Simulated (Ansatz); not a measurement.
# BaMg2AsP (built on the sites of a database entry of BaMg2P2): phonons and vibrational spectra

Aim: the vibrations of BaMg2AsP (built on the sites of a database entry of BaMg2P2), their spectra, and whether the structure is stable.

Main program and level: Ansatz 0.2.0; DFT PBEsol, scalar-relativistic, plane waves, PAW.

The structure was built from a prototype and need not be the compound's stable phase.

## 1. Starting point

It takes space group P3m1 (No. 156, trigonal). The conventional cell has a = 4.404 Å, b = 4.404 Å, c = 7.678 Å, α = 90.00°, β = 90.00°, γ = 120.00°. Nearest to Ba lie 3 As at 3.32 Å and 3 P at 3.32 Å. Nearest to Mg lie 1 As at 2.63 Å and 3 P at 2.65 Å. Mg has 1 P at 2.63 Å and 3 As at 2.65 Å nearest. As has 4 Mg at 2.63 to 2.65 Å and 3 Ba at 3.32 Å nearest. Nearest to P lie 4 Mg at 2.63 to 2.65 Å and 3 Ba at 3.32 Å. Farther neighbours are not listed.

## 2. Bringing the structure to rest

Harmonic phonons are second derivatives at a point where the forces vanish, and they are wanted at zero stress, so atoms and cell are relaxed first.

The input, input.yaml:

```yaml
crystal:
  lattice:
    - [4.40383, 0.0, 0.0]
    - [-2.20191, 3.81383, 0.0]
    - [0.0, 0.0, 7.67821]
  atoms:
    - { symbol: Ba, position: [0.0, 0.0, 0.0] }
    - { symbol: Mg, position: [0.66666667, 0.33333333, 0.37813727] }
    - { symbol: Mg, position: [0.33333333, 0.66666667, 0.62186273] }
    - { symbol: As, position: [0.66666667, 0.33333333, 0.72124853] }
    - { symbol: P, position: [0.33333333, 0.66666667, 0.27875147] }
kpoints:
  mp_grid: { grid: [6, 6, 4] }
hamiltonian:
  xc: pbesol
scf:
  occupations: { method: gaussian, width: 0.02 }
output:
  forces: true
  stress: true
  eigenvalues: true
relax:
  adjacent_minimum: "off"
  f_tol: 0.005
  max_steps: 80
  cell: { stress_tol: 0.05 }
```

Run with:

```console
ansatz run input.yaml --threads 8 --pin off --max-ram 14336MiB --backend cpu --events-out ev --progress --plain --runs-dir out
```

Numbers of over 12 decimals in the logs are rounded to 6 here.

What it wrote:

```text
Engine: ansatz 0.2.0, x86_64-unknown-linux-gnu
Pseudopotentials: kind: paw
Pseudopotential: Ba, paw, valence charge 10, recommended cutoff 420 eV (normal), Ba.paw.azcp
Pseudopotential: Mg, paw, valence charge 10, recommended cutoff 420 eV (normal), Mg.paw.azcp
Pseudopotential: As, paw, valence charge 15, recommended cutoff 420 eV (normal), As.paw.azcp
Pseudopotential: P, paw, valence charge 5, recommended cutoff 420 eV (normal), P.paw.azcp
Functional definition: PBEsol
  exchange = pbesol_x
  correlation = pbesol_c
Crystal: 5 atoms, lattice volume = 128.959 Å³
Basis set: ecut = 420 eV, 2527 PW (Γ), exchange–correlation on 60×60×108 points (8 copies of the dense FFT grid, shifted against one another)
Bands: 30, of which v1, the nominal top of the filled ones, is band 25 counted from 1 (24 counted from 0)
Symmetry: 6 space group operations
Space group: P3m1 (ITA 156), of the structure as read, at distance tolerance 5.1e-5 Å
k-points: 24 of 144 (time reversal used)
Non-local potential: Ba, projectors of the file, l = 0: 3, l = 1: 2, l = 2: 2, l = 3: 2
Non-local potential: Mg, projectors of the file, l = 0: 3, l = 1: 2, l = 2: 1
Non-local potential: As, projectors of the file, l = 0: 2, l = 1: 2, l = 2: 3, l = 3: 1
Non-local potential: P, projectors of the file, l = 0: 2, l = 1: 2, l = 2: 2
PAW form: soft (Blöchl's): semilocal exchange-correlation on the pseudo side does not see the compensation charge
PAW frozen core: Ba, regenerated for the run's functional, and the local potential with it (the file was generated under x = pbe(κ = 0.804, μ = 0.219515), c = pbe(β = 0.066725))
PAW frozen core: Mg, regenerated for the run's functional, and the local potential with it (the file was generated under x = pbe(κ = 0.804, μ = 0.219515), c = pbe(β = 0.066725))
PAW frozen core: As, regenerated for the run's functional, and the local potential with it (the file was generated under x = pbe(κ = 0.804, μ = 0.219515), c = pbe(β = 0.066725))
PAW frozen core: P, regenerated for the run's functional, and the local potential with it (the file was generated under x = pbe(κ = 0.804, μ = 0.219515), c = pbe(β = 0.066725))
PAW one-centre angular grid: Ba, 194 points (default); XC on 64 Gauss nodes
PAW one-centre angular grid: Mg, 110 points (default); XC on 64 Gauss nodes
PAW one-centre angular grid: As, 590 points (default); XC on 64 Gauss nodes
PAW one-centre angular grid: P, 110 points (default); XC on 64 Gauss nodes
Initial density: superposition of atomic densities (neutral atoms: chi_scale 0, normalization atom), corrected by the library's trained network
Initial wavefunctions: pseudopotential atomic-orbital guess
Functional: x = pbesol(κ = 0.804, μ = 0.123457), c = pbesol(β = 0.046)
SCF iter   1: F=—  HF=-15244.509113 eV  |F-HF|=—  |Δ(HF+E_count)|=         —  Δρ=3.43e-3  dr2=3.73e-2  ethr=1.77e-3  ⟨swp⟩=9.8  Hψ=3687  notcnv=0
preconditioner: auto → Resta (q_TF=auto, 2.330 Å⁻¹)  ε∞=3.7  [insulator: Δε(μ)=0.935 eV  Ē_g=9.271 eV  σ=0.020 eV  W_gap=1.00  n_scr=34 (ndim 8)  ℏωp=15.3 eV  f_vac=0.011  D(μ)=0.00/eV (n_scr^D=0)  ε∞_Penn≈3.7]
SCF iter   2: F=—  HF=-15244.499073 eV  |F-HF|=—  |Δ(HF+E_count)|=   1.00e-2  Δρ=1.47e-3  dr2=5.33e-3  ethr=7.46e-5  ⟨swp⟩=3.5  Hψ=1533  notcnv=0  defer=24
SCF iter   3: F=—  HF=-15244.498205 eV  |F-HF|=—  |Δ(HF+E_count)|=   8.68e-4  Δρ=5.08e-4  dr2=4.78e-4  ethr=1.07e-5  ⟨swp⟩=2.3  Hψ=1175  notcnv=0  defer=24
SCF iter   4: F=—  HF=-15244.498281 eV  |F-HF|=—  |Δ(HF+E_count)|=   7.62e-5  Δρ=1.31e-4  dr2=4.70e-5  ethr=9.55e-7  ⟨swp⟩=2.1  Hψ=1102  notcnv=0  defer=24
SCF iter   5: F=—  HF=-15244.498286 eV  |F-HF|=—  |Δ(HF+E_count)|=   5.05e-6  Δρ=4.84e-5  dr2=5.33e-6  ethr=9.39e-8  ⟨swp⟩=2.0  Hψ=1203  notcnv=0  defer=24
SCF iter   6: F=—  HF=-15244.498289 eV  |F-HF|=—  |Δ(HF+E_count)|=   2.31e-6  Δρ=1.59e-5  dr2=7.28e-7  ethr=1.07e-8  ⟨swp⟩=2.0  Hψ=1243  notcnv=0  defer=24
SCF iter   7: F=—  HF=-15244.498289 eV  |F-HF|=—  |Δ(HF+E_count)|=   2.43e-7  Δρ=5.77e-6  dr2=1.07e-7  ethr=2.00e-10  ⟨swp⟩=11.3  Hψ=4100  notcnv=0
SCF iter   8: F=-15244.498289 eV  HF=-15244.498289 eV  |F-HF|=2.03e-9  |Δ(HF+E_count)|=   2.78e-8  Δρ=1.34e-6  dr2=3.50e-9  ethr=2.00e-10  ⟨swp⟩=4.3  Hψ=2599  notcnv=0
SCF 1 converged in 8 iterations: F = -15244.498289 eV  dr2 = 3.50e-9
  greatest PAW one-centre occupation: 1.000 electrons in one spin orbital (limit 2), on the Mg atom at site 2 (counted from 0), in its partial waves of l = 0
relax step   1: F+E_penalty+E_count = -15244.49828885 eV  Δ(F+E_penalty+E_count) = +0.000e0 eV  max|allowed force component| = 5.110e-1 eV/Å  Δτ_max = 0.0000 Å  P = -0.408 GPa  Ω = 128.959 Å³  (8 SCF iters, dr2 threshold 1.00e-7 eV, accepted)
Crystal: 5 atoms, lattice volume = 126.364 Å³
Basis set: ecut = 420 eV, 2515 PW (Γ), exchange–correlation on 60×60×108 points (8 copies of the dense FFT grid, shifted against one another)
Initial density: handed on by an earlier stage of this run
Initial wavefunctions: those handed on with the density
iter 1 solved again at ethr=1.02e-4 eV; its pass at ethr=3.10e-3 eV (dr2=5.09e-2 eV) is discarded
SCF iter   1: F=—  HF=-15244.543607 eV  |F-HF|=—  |Δ(HF+E_count)|=         —  Δρ=5.03e-3  dr2=5.12e-2  ethr=1.02e-4  ⟨swp⟩=2.0  Hψ=4744  notcnv=0
preconditioner: auto → Resta (q_TF=auto, 2.338 Å⁻¹)  ε∞=3.8  [insulator: Δε(μ)=0.967 eV  Ē_g=9.291 eV  σ=0.020 eV  W_gap=1.00  n_scr=22 (ndim 8)  ℏωp=15.5 eV  f_vac=0.008  D(μ)=0.00/eV (n_scr^D=0)  ε∞_Penn≈3.8]
SCF iter   2: F=—  HF=-15244.530395 eV  |F-HF|=—  |Δ(HF+E_count)|=   1.32e-2  Δρ=2.44e-3  dr2=8.02e-3  ethr=1.02e-4  ⟨swp⟩=3.0  Hψ=1031  notcnv=0
SCF iter   3: F=—  HF=-15244.528642 eV  |F-HF|=—  |Δ(HF+E_count)|=   1.75e-3  Δρ=4.48e-4  dr2=2.67e-4  ethr=1.60e-5  ⟨swp⟩=3.0  Hψ=1362  notcnv=0
SCF iter   4: F=—  HF=-15244.528692 eV  |F-HF|=—  |Δ(HF+E_count)|=   4.95e-5  Δρ=1.89e-4  dr2=4.19e-5  ethr=5.34e-7  ⟨swp⟩=2.0  Hψ=969  notcnv=0
SCF iter   5: F=—  HF=-15244.528705 eV  |F-HF|=—  |Δ(HF+E_count)|=   1.29e-5  Δρ=5.66e-5  dr2=5.70e-6  ethr=8.38e-8  ⟨swp⟩=2.2  Hψ=1185  notcnv=0
SCF iter   6: F=-15244.528705 eV  HF=-15244.528705 eV  |F-HF|=1.01e-7  |Δ(HF+E_count)|=   8.92e-7  Δρ=1.51e-5  dr2=4.35e-7  ethr=1.00e-9  ⟨swp⟩=6.2  Hψ=4387  notcnv=0
SCF 2 converged in 6 iterations: F = -15244.528705 eV  dr2 = 4.35e-7
relax step   2: F+E_penalty+E_count = -15244.52870532 eV  Δ(F+E_penalty+E_count) = -3.042e-2 eV  max|allowed force component| = 1.804e-1 eV/Å  Δτ_max = 0.0880 Å  P = +0.259 GPa  Ω = 126.364 Å³  energy of the carried Pulay correction = +1.621e-4 eV  (6 SCF iters, dr2 threshold 5.00e-7 eV, accepted)
Crystal: 5 atoms, lattice volume = 127.310 Å³
iter 1 solved again at ethr=8.28e-6 eV; its pass at ethr=3.10e-3 eV (dr2=4.14e-3 eV) is discarded
SCF iter   1: F=—  HF=-15244.537956 eV  |F-HF|=—  |Δ(HF+E_count)|=         —  Δρ=1.49e-3  dr2=4.17e-3  ethr=8.28e-6  ⟨swp⟩=2.2  Hψ=4058  notcnv=0
preconditioner: auto → Resta (q_TF=auto, 2.335 Å⁻¹)  ε∞=3.8  [insulator: Δε(μ)=1.054 eV  Ē_g=9.293 eV  σ=0.020 eV  W_gap=1.00  n_scr=22 (ndim 8)  ℏωp=15.4 eV  f_vac=0.008  D(μ)=0.00/eV (n_scr^D=0)  ε∞_Penn≈3.8]
SCF iter   2: F=—  HF=-15244.536844 eV  |F-HF|=—  |Δ(HF+E_count)|=   1.11e-3  Δρ=7.05e-4  dr2=7.49e-4  ethr=8.28e-6  ⟨swp⟩=2.1  Hψ=1026  notcnv=0
SCF iter   3: F=—  HF=-15244.536667 eV  |F-HF|=—  |Δ(HF+E_count)|=   1.77e-4  Δρ=1.28e-4  dr2=1.78e-5  ethr=1.50e-6  ⟨swp⟩=2.0  Hψ=1189  notcnv=0
SCF iter   4: F=—  HF=-15244.536671 eV  |F-HF|=—  |Δ(HF+E_count)|=   4.35e-6  Δρ=5.13e-5  dr2=3.24e-6  ethr=3.55e-8  ⟨swp⟩=2.0  Hψ=1256  notcnv=0
SCF iter   5: F=—  HF=-15244.536671 eV  |F-HF|=—  |Δ(HF+E_count)|=   4.55e-7  Δρ=2.24e-5  dr2=8.09e-7  ethr=6.49e-9  ⟨swp⟩=2.0  Hψ=1184  notcnv=0
SCF iter   6: F=-15244.536671 eV  HF=-15244.536671 eV  |F-HF|=3.13e-9  |Δ(HF+E_count)|=   5.77e-8  Δρ=6.76e-6  dr2=9.24e-8  ethr=1.00e-9  ⟨swp⟩=6.8  Hψ=3705  notcnv=0
SCF 3 converged in 6 iterations: F = -15244.536671 eV  dr2 = 9.24e-8
relax step   3: F+E_penalty+E_count = -15244.53667146 eV  Δ(F+E_penalty+E_count) = -7.966e-3 eV  max|allowed force component| = 2.440e-2 eV/Å  Δτ_max = 0.0265 Å  P = -0.050 GPa  Ω = 127.310 Å³  energy of the carried Pulay correction = +1.026e-4 eV  (6 SCF iters, dr2 threshold 5.00e-7 eV, accepted)
[...]
relax step   4: F+E_penalty+E_count = -15244.53688172 eV  Δ(F+E_penalty+E_count) = -2.103e-4 eV  max|allowed force component| = 1.030e-2 eV/Å  Δτ_max = 0.0046 Å  P = +0.011 GPa  Ω = 127.163 Å³  energy of the carried Pulay correction = +1.119e-4 eV  (5 SCF iters, dr2 threshold 3.72e-8 eV, accepted)
[...]
relax step   5: F+E_penalty+E_count = -15244.53688959 eV  Δ(F+E_penalty+E_count) = -7.878e-6 eV  max|allowed force component| = 6.331e-3 eV/Å  Δτ_max = 0.0018 Å  P = -0.002 GPa  Ω = 127.198 Å³  energy of the carried Pulay correction = +1.097e-4 eV  (5 SCF iters, dr2 threshold 6.62e-9 eV, accepted)
[...]
relax step   6: F+E_penalty+E_count = -15244.53689557 eV  Δ(F+E_penalty+E_count) = -5.977e-6 eV  max|allowed force component| = 3.327e-4 eV/Å  Δτ_max = 0.0008 Å  P = -0.001 GPa  Ω = 127.190 Å³  energy of the carried Pulay correction = +1.102e-4 eV  (4 SCF iters, dr2 threshold 2.51e-9 eV, accepted)
Initial wavefunctions: pseudopotential atomic-orbital guess (no wavefunctions were taken with the density)
iter 1 solved again at ethr=1.96e-6 eV; its pass at ethr=3.10e-3 eV (dr2=9.78e-4 eV) is discarded
SCF iter   1: F=—  HF=-15244.536792 eV  |F-HF|=—  |Δ(HF+E_count)|=         —  Δρ=8.05e-6  dr2=2.39e-8  ethr=1.96e-6  ⟨swp⟩=3.0  Hψ=5376  notcnv=0
eigensolver tolerance schedule: the retry pair's looser diagonalisation over-reported the residual by 40943.33 of it (diagonalisation noise at an unbounded share of the residual, at the tolerance the schedule requests for it); recorded, not acted on — ethr = c·dr2/N_el stays at c = 1.0e-1
SCF iter   2: F=—  HF=-15244.536798 eV  |F-HF|=—  |Δ(HF+E_count)|=   6.61e-6  Δρ=4.46e-6  dr2=1.02e-8  ethr=4.78e-11  ⟨swp⟩=4.0  Hψ=2470  notcnv=0
SCF iter   3: F=—  HF=-15244.536798 eV  |F-HF|=—  |Δ(HF+E_count)|=   7.46e-9  Δρ=2.24e-6  dr2=2.10e-9  ethr=2.05e-11  ⟨swp⟩=2.0  Hψ=878  notcnv=0
SCF iter   4: F=-15244.536798 eV  HF=-15244.536798 eV  |F-HF|=1.82e-12  |Δ(HF+E_count)|=   2.68e-9  Δρ=2.28e-7  dr2=4.60e-11  ethr=1.00e-12  ⟨swp⟩=6.1  Hψ=4275  notcnv=0
SCF 7 converged in 4 iterations: F = -15244.536798 eV  dr2 = 4.60e-11
relax step   7: F+E_penalty+E_count = -15244.53679829 eV  Δ(F+E_penalty+E_count) = +9.728e-5 eV  max|allowed force component| = 3.425e-4 eV/Å  Δτ_max = 0.0000 Å  P = -0.001 GPa  Ω = 127.190 Å³  stress off target by 3.49e-3 GPa  SCF on the basis re-selected at this cell (its energy is not comparable with the rows above)  (4 SCF iters)
basis re-selected at this cell: Δ(F+E_penalty+E_count) = +9.728e-5 eV, ΔP = -0.001 GPa vs the last step (what re-selecting the basis moved, of the pressure what is left beyond the Pulay correction that the steps carried, after the strain that the cell walked since its last selection, with what the two solves' SCF thresholds leave and, on support functions, any second-order correction that the steps lacked; it is no m [...]
SCF converged after 4 iterations
Free energy (F): -15244.536798 eV
Harris-Foulkes:  -15244.536798 eV  (|F-HF|=1.82e-12)
Internal energy: -15244.536798 eV  (E = F + TS)
E sigma→0 (E₀):  -15244.536798 eV
Fermi energy:    7.331673 eV
--- Per-component energies (eV) ---
  E_band       = -980.535013
  E_kinetic    = 495.452482
  E_local      = -6125.982342  (includes V_loc(G=0)·N_el)
  E_nonlocal   = -383.587671
  E_hartree    = 2626.545877
  E_xc         = -365.573449
  E_vxc        = -352.182829  (∫ρ·V_xc dr)
  E_paw        = -8050.243079  (= ΣΔE_a)
  E_vpaw       = 132.673607  (= ΣTr[D̂ρ^β])
  E_aug_tail   = 0.000006  (compensation charges beyond the density's cutoff)
  E_ewald      = -3442.430304
  E_core_change = 1.281682  (= ΣΔE_core)
  E_smearing   = -0.000000  (= −TS)
  E_closure    = -0.000000  (closes the sum)
  Σ components = -15244.536798   (vs F -15244.536798, Δ=0.00e0)
--- Forces (eV/Å), atoms counted from 1 ---
  atom   1  Ba    -0.00000000     0.00000000    -0.00034288
  atom   2  Mg     0.00000000     0.00000000     0.00015203
  atom   3  Mg    -0.00000000     0.00000000     0.00002621
  atom   4  As     0.00000000    -0.00000000     0.00015878
  atom   5  P     -0.00000000     0.00000000     0.00000388
  max |Σ_I F_I| component: 1.99e-6 eV/Å
--- Stress (GPa, compression-positive) ---
       -0.000480       0.000000       0.000000
        0.000000      -0.000480      -0.000000
        0.000000      -0.000000      -0.003493
  P = ⅓ Tr σ = -0.0015 GPa (-0.015 kbar)
--- Band table (eV; the first three rows and the last of 24) ---
  k-point 0: bands = [... 21 lower, 5.8868, 6.7566, 6.8134, 6.8134, 8.5179, 9.1864, 9.4054, 10.1651, ... 1 higher]
  k-point 1: bands = [... 21 lower, 5.9707, 5.9707, 6.6559, 6.6559, 8.9819, 9.3898, 9.7784, 10.0204, ... 1 higher]
  k-point 2: bands = [... 21 lower, 6.1106, 6.1106, 6.4487, 6.4487, 8.9053, 9.7443, 9.9076, 9.9076, ... 1 higher]
  k-point 23: bands = [... 21 lower, 4.5923, 4.9766, 5.5125, 5.5880, 9.3960, 9.5047, 10.8013, 11.2849, ... 1 higher]
--- Relaxed structure (6 steps of the walk, 6 accepted, 1 SCFs on fresh bases) ---
  F+E_penalty+E_count = -15244.53679829 eV   max|allowed force component| = 3.425e-4 eV/Å   (the final SCF, on the basis selected at the relaxed cell)
  cell:  # Å, volume = 127.1903 Å³
    - [4.402992, -2.8862013121372952e-6, 2.189575374359192e-18]
    - [-2.201493, 3.813104, -1.0947864361648336e-18]
    - [3.817589818031042e-18, 0, 7.575784]
  atoms:
    - { symbol: Ba, position: [-2.9060941932436624e-19, 0, 0.00450393] }
    - { symbol: Mg, position: [0.666667, 0.333333, 0.372336] }
    - { symbol: Mg, position: [0.333333, 0.666667, 0.620056] }
    - { symbol: As, position: [0.666667, 0.333333, 0.729899] }
    - { symbol: P, position: [0.333333, 0.666667, 0.273205] }
```

Wall time 6 s (8 threads of Intel Xeon Platinum 8559C (Emerald Rapids), shared host); peak memory 0.64 GiB.

Step by step:

```csv
step,energy less that of the first step (eV),largest force component (eV/Å),pressure (GPa),volume (Å³)
1,0.0000,0.5110,-0.41,128.96
2,-0.0304,0.1804,0.26,126.36
3,-0.0384,0.0244,-0.05,127.31
4,-0.0386,0.0103,0.01,127.16
5,-0.0386,0.0063,0.00,127.20
6,-0.0386,0.0003,0.00,127.19
7*,-0.0385,0.0003,0.00,127.19
```

Relaxation steps marked * repeat the geometry before them on a plane-wave basis chosen anew for their cell, so energy and pressure can jump there.

The run keeps the 6 symmetry operations that it works with, so distortions that break them were not tested.

```
conventional cell, symmetrised  before  after  change
                         a (Å)   4.404  4.403  -0.0 %
                         b (Å)   4.404  4.403  -0.0 %
                         c (Å)   7.678  7.576  -1.3 %
              volume (Å³/atom)   25.79  25.44  -1.4 %
```

The atoms that moved most (Å, as changes of fractional coordinates times the final cell):

```csv
atom,dx,dy,dz,length
As4,0.000,0.000,0.066,0.066
Mg2,0.000,0.000,-0.044,0.044
P5,0.000,0.000,-0.042,0.042
Ba1,0.000,0.000,0.034,0.034
Mg3,0.000,0.000,-0.014,0.014
```

The relaxed structure:

```xyz
5
Lattice="4.4030 0.0000 0.0000 -2.2015 3.8131 0.0000 0.0000 0.0000 7.5758" Properties=species:S:1:pos:R:3 pbc="T T T"
Ba    0.0000    0.0000    0.0341
Mg    2.2015    1.2710    2.8207
Mg    0.0000    2.5421    4.6974
As    2.2015    1.2710    5.5296
P     0.0000    2.5421    2.0697
```

Numbers from this step:

| Item | Value |
| --- | --- |
| pressure | -0.001485 GPa |
| gap on the k-mesh | 1.037 eV |
| volume per atom | 25.44 Å³ |
| direct gap on mesh | 1.688 eV |

In this step the volume went from 25.79 to 25.44 Å³/atom.

## 3. Relaxing to small forces for the phonons

Phonons need a cell at rest on their own settings, so the relaxation is repeated with tight tolerances on forces and stress on the k mesh and occupations of the first response run.

The input, input.yaml:

```yaml
crystal:
  lattice:
    - [4.4029916831, -2.8862e-06, 0.0]
    - [-2.201493342, 3.8131040933, 0.0]
    - [0.0, 0.0, 7.5757839801]
  atoms:
    - { symbol: Ba, position: [0.0, 0.0, 0.0045039313] }
    - { symbol: Mg, position: [0.6666666667, 0.3333333333, 0.3723359928] }
    - { symbol: Mg, position: [0.3333333333, 0.6666666667, 0.620056038] }
    - { symbol: As, position: [0.6666666667, 0.3333333333, 0.7298987038] }
    - { symbol: P, position: [0.3333333333, 0.6666666667, 0.2732053341] }
kpoints:
  mp_grid: { grid: [6, 6, 4] }
hamiltonian:
  xc: pbesol
scf:
  occupations: { method: fixed }
output:
  forces: true
  stress: true
  eigenvalues: true
relax:
  adjacent_minimum: "off"
  f_tol: 0.001
  max_steps: 60
  cell: { stress_tol: 0.01 }
```

What it wrote:

```text
[...]
Crystal: 5 atoms, lattice volume = 127.190 Å³
Basis set: ecut = 420 eV, 2527 PW (Γ), exchange–correlation on 60×60×108 points (8 copies of the dense FFT grid, shifted against one another)
Bands: 30, of which v1, the nominal top of the filled ones, is band 25 counted from 1 (24 counted from 0)
Symmetry: 6 space group operations
[...]
k-points: 24 of 144 (time reversal used)
[...]
cell:  # Å, volume = 127.1903 Å³
    - [4.402992, -2.8862158651866186e-6, 0.0]
    - [-2.201493, 3.813104, 0.0]
    - [0.0, 0.0, 7.5757839801]
  atoms:
    - { symbol: Ba, position: [0.0, 0.0, 0.0045039313] }
    - { symbol: Mg, position: [0.666667, 0.333333, 0.3723359928] }
    - { symbol: Mg, position: [0.333333, 0.666667, 0.620056] }
    - { symbol: As, position: [0.666667, 0.333333, 0.729899] }
    - { symbol: P, position: [0.333333, 0.666667, 0.2732053341] }
[key lines of the parts left out:]
SCF converged after 8 iterations
Free energy (F): -15244.536798 eV
Fermi energy:    6.813379 eV
P = ⅓ Tr σ = -0.0015 GPa (-0.015 kbar)
```

Elapsed: 2 s, on 8 threads; peak memory 0.61 GiB; 13 s of CPU time.

Little changed from the start: no atom moved by 0.005 Å and no cell edge by 0.1 %.

This step gave:

```yaml
pressure: -0.001484 GPa
```

The largest force component left is 0.34 meV/Å and the pressure is -0.001 GPa, within the tolerances set. The cell now holds 25.44 Å³/atom.

[end of part 1 of 3]

[Logs are printed without paths, hosts, clocks, repeated set-up lines and the standing remarks that a program may print on its own settings, such as how far it seeks lower states.]

[Hosts, paths, dates, database ids (printed as entryN), source tags and the programs' standing remarks are cut or masked in the printed files.]
